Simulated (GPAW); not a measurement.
Entries from a set of simulations; values are calculated unless marked as measured.

```
Quasiparticle gap of SnSe2 (P-3m1) in GPAW
1.0
     3.81100    0.00000    0.00000
    -1.90550    3.30042    0.00000
     0.00000    0.00000    6.13600
Sn Se
1 2
Direct
  0.00000 0.00000 0.00000
  0.33333 0.66667 0.24900
  0.66667 0.33333 0.75100
# method: DFT, PBE, plane waves, PAW (and 1 further level or step)
# program: GPAW 26.7.0
# settings of one run: cutoff 450 eV, GPAW PAW setups 1.2.1 data release, 6×6×4 k-mesh, nbands 505
# cost: 4 runs, 4.8 min in all on 4 MPI ranks of Intel Xeon 6975P-C (Granite Rapids), shared host (the runs of this entry)
# notes: The cell and positions come from the Crystallography Open Database and are kept as given unless a step says otherwise. Limits: no spin-orbit coupling. Only 2 of the mesh’s irreducible points were corrected, so a valley elsewhere could overtake. Bands and cutoff are finite, so the gap is not at the basis limit. The miss can reach some tenths of an eV and take either sign; the mesh is an error of its own. The 6×6×4 mesh is coarse for this cell, which bears on the long-range parts of exchange and screening.
# PBE gap: 0.74 eV, indirect
# G0W0 gap on the mesh: 1.50 eV
# G0W0 gap over the zone (rigid shift): 1.41 eV
# GW settings: 6×6×4 mesh, 230 bands, screening to 120 eV, Godby-Needs plasmon pole
# known limits: not at the basis limit; no spin-orbit coupling; coarse k mesh
```

[Paths, hosts, dates, memory and timing lines, banners, echoed tables and standing remarks are left out of the program output.]

[Logs are printed without paths, hosts, clocks, repeated set-up lines and the standing remarks that a program may print on its own settings, such as how far it seeks lower states.]

[Runs of the session that timed out or met a known fault of the program may be left out.]

[Hosts, paths, dates, database ids (printed as entryN), source tags and the programs' standing remarks are cut or masked in the printed files.]
